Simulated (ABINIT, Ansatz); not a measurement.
Planning a run of ABINIT 10.8.3 on PtSe2 (P-3m1). The input:

```
acell 3*1.0 Angstrom
rprim 
  3.717306547987 0.000000000003 0.000000000000
  -1.858653273996 3.219281904210 0.000000000000
  0.000000000000 0.000000000000 5.820074020000
ntypat 2
znucl 78 34
natom 3
typat 1 2 2
xred 
  0.000000000000 0.000000000000 0.000000000000
  0.666666666667 0.333333333333 0.774611840000
  0.333333333333 0.666666666667 0.225388160000
pp_dirpath "pseudos"
pseudos "Pt.upf, Se.upf"
ecut 48
ngkpt 6 6 4
nshiftk 1
shiftk 0.11 0.21 0.31
kptopt 3
chksymbreak 0
iscf -2
irdden 1
istwfk *1
nband 48
nbdbuf 4
tolwfr 1e-09
nstep 60
prtvol 0
indata_prefix "in"
outdata_prefix "out"
tmpdata_prefix "tmp"
```

```sh
OMP_NUM_THREADS=1 mpirun -n 8 abinit run.abi > log
```

Q: How long will it take on 8 MPI ranks of Intel Xeon Platinum 8259CL at 2.50GHz (Skylake/Cascade Lake), shared host, and how much memory?

It took 4 min; on shared hardware allow 2 min to 8 min. Peak host memory was 1.4 GiB.

[Paths, hosts, dates, memory and timing lines, banners, echoed tables and standing remarks are left out of the program output.]

[Logs are printed without paths, hosts, clocks, repeated set-up lines and the standing remarks that a program may print on its own settings, such as how far it seeks lower states.]

[Runs of the session that timed out or met a known fault of the program may be left out.]

[Hosts, paths, dates, database ids (printed as entryN), source tags and the programs' standing remarks are cut or masked in the printed files.]

[G0W0 gaps are taken among the corrected bands and points alone; a level outside them can change the order at an edge.]

[Where Ansatz stands beside ABINIT at settings called matched, ABINIT's density can come from a denser mesh and the files from another edition; pairs whose starting gaps differed by over 0.03 eV were left out, so agreement reads better than it is.]
